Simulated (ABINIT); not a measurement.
# Calculated records

## Beyond one shot: InP (F-43m)

Symmetry: F-43m, No. 216, cubic system. Conventional cell: a = 5.861 Å, b = 5.861 Å, c = 5.861 Å, α = 90.00°, β = 90.00°, γ = 90.00°. Nearest to In lie 4 P at 2.54 Å. Nearest to P lie 4 In at 2.54 Å. Farther neighbours, and contacts between anions beyond the nearest, are not listed.

| Quantity | Value |
| --- | --- |
| method | RPA screening on PBE from quasiparticle energies and orbitals, plane waves, norm-conserving pseudopotentials (and 4 further levels or steps) |
| program | ABINIT 10.8.3 |
| settings | cutoff 33 Ha, PseudoDojo scalar-relativistic 0.4 stringent, norm-conserving, potential set dojo-sr-pbe-0.4-stringent, ngkpt (4, 4, 4), nband 94, ecuteps 5 Ha, gwcalctyp 27, nfreqre 1, inclvkb 2, shiftk (0, 0, 0), symchi 1, awtr 1, frequency static, cycle 7, q points all but q = 0, 4×4×4 k-mesh |
| cost | 22 runs, 4.5 min in all on 8 MPI ranks of INTEL XEON PLATINUM 8581C at 2.30GHz (Emerald Rapids), shared host |
| notes | The database entry behind the starting cell differs from other determinations of this structure. The cell and positions come from the Crystallography Open Database and are kept as given unless a step says otherwise. Limits: no spin-orbit coupling. The 4×4×4 mesh is coarse for this cell, which bears on the long-range parts of exchange and screening. For the PBE start: The RPA ε∞ on this mesh reaches over 25; with a narrow direct gap a coarse mesh can overstate it, and the correction is then too small. |
| G0W0 | 1.368 eV |
| self-consistent COHSEX, cycle 1 | 1.752 eV |
| self-consistent COHSEX, cycle 2 | 2.033 eV |
| self-consistent COHSEX, cycle 3 | 2.037 eV |
| self-consistent COHSEX, cycle 4 | 1.987 eV |
| self-consistent COHSEX, cycle 5 | 1.948 eV |
| self-consistent COHSEX, cycle 6 | 1.928 eV |
| self-consistent COHSEX, cycle 7 | 1.923 eV |
| known limits | short of the basis limit; mesh may overstate the screening; no spin-orbit coupling; coarse k mesh |

Only the bands that the input lists are updated; the higher empty ones keep the functional's energies. Self-consistent COHSEX ends at 1.92 eV, +0.55 eV from G0W0, after 7 cycles that took 4.1 min beside the first screening; the last moved the gap by 0.005 eV.

[Paths, hosts, dates, memory and timing lines, banners, echoed tables and standing remarks are left out of the program output; an Ansatz launch command may be rebuilt from the run's recorded settings. Measured values are a selection of at most five: reports struck by readers or far from the other reports are left out. None is set beside runs whose start may be inverted or whose files or cutoffs have a known fault.]

[Runs of the session that timed out or met a known fault of the program may be left out.]

[Hosts, paths, dates, database ids (printed as entryN), source tags and the programs' standing remarks are cut or masked in the printed files.]

[G0W0 gaps are taken among the corrected bands and points alone; a level outside them can change the order at an edge.]

[Where Ansatz stands beside ABINIT at settings called matched, ABINIT's density can come from a denser mesh and the files from another edition; pairs whose starting gaps differed by over 0.03 eV were left out, so agreement reads better than it is.]
